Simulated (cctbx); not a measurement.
# Occupancies in Tb2LuRh9

Cell a = 5.1790 Å, b = 5.1790 Å, c = 24.8330 Å, α = 90.00°, β = 90.00°, γ = 120.00°; space group R-3m (no. 166); nominal formula Tb2LuRh9.

Simulated single-crystal data (cctbx): Cu Kα, λ = 1.54184 Å, to d = 0.83 Å, 70 % of the full sphere, strongest reflection 20000 counts, noise from counting, a 4 % proportional error and a noise floor of 2 counts (s.d.); no absorption, and some extinction, which the refinements don't model.

With every site full:

```text
Rint 0.034, 166 unique reflections to 0.83 A
cycle     R1     wR2    GooF  max shift (A)
   1  0.0593  0.1820   7.249   0.00066
   2  0.0160  0.0341   1.357   0.00000
final R1 0.0159 wR2 0.0341 GooF 1.357  parameters 16  data/parameter 10.4
atom        x        y        z      Ueq    occ   su(xyz)  su(Uiso or U11)
Lu1    0.00000  0.00000  0.00000   0.0174  1.000  0.00000  0.0003
Tb2    0.00000  0.00000  0.13971   0.0173  1.000  0.00003  0.0003
Rh1    0.33333  0.66667  0.16667   0.0239  1.000  0.00000  0.0004
Rh2    0.00000  0.00000  0.33166   0.0185  1.000  0.00003  0.0003
Rh3    0.49994  0.99989  0.07932   0.0250  1.000  0.00012  0.0003
difference map: max 1.21 min -1.58 rms 0.34
Q1    0.0000  0.0000  0.4171    6    1.21  1.50 A from Rh3
Q2    0.0715  0.1430  0.7341   18    0.70  1.33 A from Rh3
Q3    0.9695  0.3723  0.1851   36    0.66  1.49 A from Tb2
Q4    0.9799  0.2483  0.2166   36    0.58  1.25 A from Rh3
Q5    0.0897  0.1795  0.9518   18    0.58  1.44 A from Lu1
Q6    0.0128  0.1724  0.1982   36    0.57  1.61 A from Rh3
```

With the occupancies of the suspect sites free, each still typed as its main element:

```text
Rint 0.034, 166 unique reflections to 0.83 A
cycle     R1     wR2    GooF  max shift (A)
   1  0.0907  0.2324   9.319   0.00010
  10  0.0154  0.0329   1.317   0.00001
final R1 0.0154 wR2 0.0328 GooF 1.316  parameters 18  data/parameter 9.2
atom        x        y        z      Ueq    occ   su(xyz)  su(Uiso or U11)
Lu1    0.00000  0.00000  0.00000   0.0170  0.991  0.00000  0.0004
Tb2    0.00000  0.00000  0.13971   0.0176  1.004  0.00002  0.0003
Rh1    0.33333  0.66667  0.16667   0.0240  1.000  0.00000  0.0004
Rh2    0.00000  0.00000  0.33165   0.0185  1.000  0.00003  0.0003
Rh3    0.49995  0.99990  0.07933   0.0251  1.000  0.00011  0.0003
su of occupancy Lu1: 0.004
su of occupancy Tb2: 0.004
difference map: max 1.18 min -1.59 rms 0.34
Q1    0.0000  0.0000  0.4174    6    1.18  1.50 A from Rh3
Q2    0.0708  0.1417  0.7345   18    0.69  1.33 A from Rh3
Q3    0.0345  0.2948  0.1480   36    0.66  1.46 A from Tb2
Q4    0.0904  0.1809  0.9508   18    0.59  1.47 A from Lu1
Q5    0.0205  0.1632  0.1969   36    0.57  1.63 A from Tb2
Q6    0.0687  0.1374  0.5562   18    0.55  1.51 A from Rh3
```

**Question.** What is the disorder?

X-rays count electrons. Lu1 refines to 0.991(0.004), or 70.4 electrons; the site truly holds 0.9 Lu and 0.1 Tb, 70.4 electrons, which is 0.992 of Lu; Tb2 refines to 1.004(0.004), or 65.3 electrons; the site truly holds 0.95 Tb and 0.05 Lu, 65.3 electrons, which is 1.005 of Tb. All are within 3 s.u. of full, so these data don't show the disorder. Occupancy correlates with U and the scale, and the two elements' form factors differ in shape, so the match is approximate.

Freeing them takes R1 from 0.0159 to 0.0154 and GooF from 1.36 to 1.32.

The model was made for the exercise: a known structure type with other elements put in, its volume estimated, not relaxed; displacement parameters are assumed.

[Middle refinement cycles are left out of these outputs.]

[Logs are printed without paths, hosts, clocks, repeated set-up lines and the standing remarks that a program may print on its own settings, such as how far it seeks lower states.]
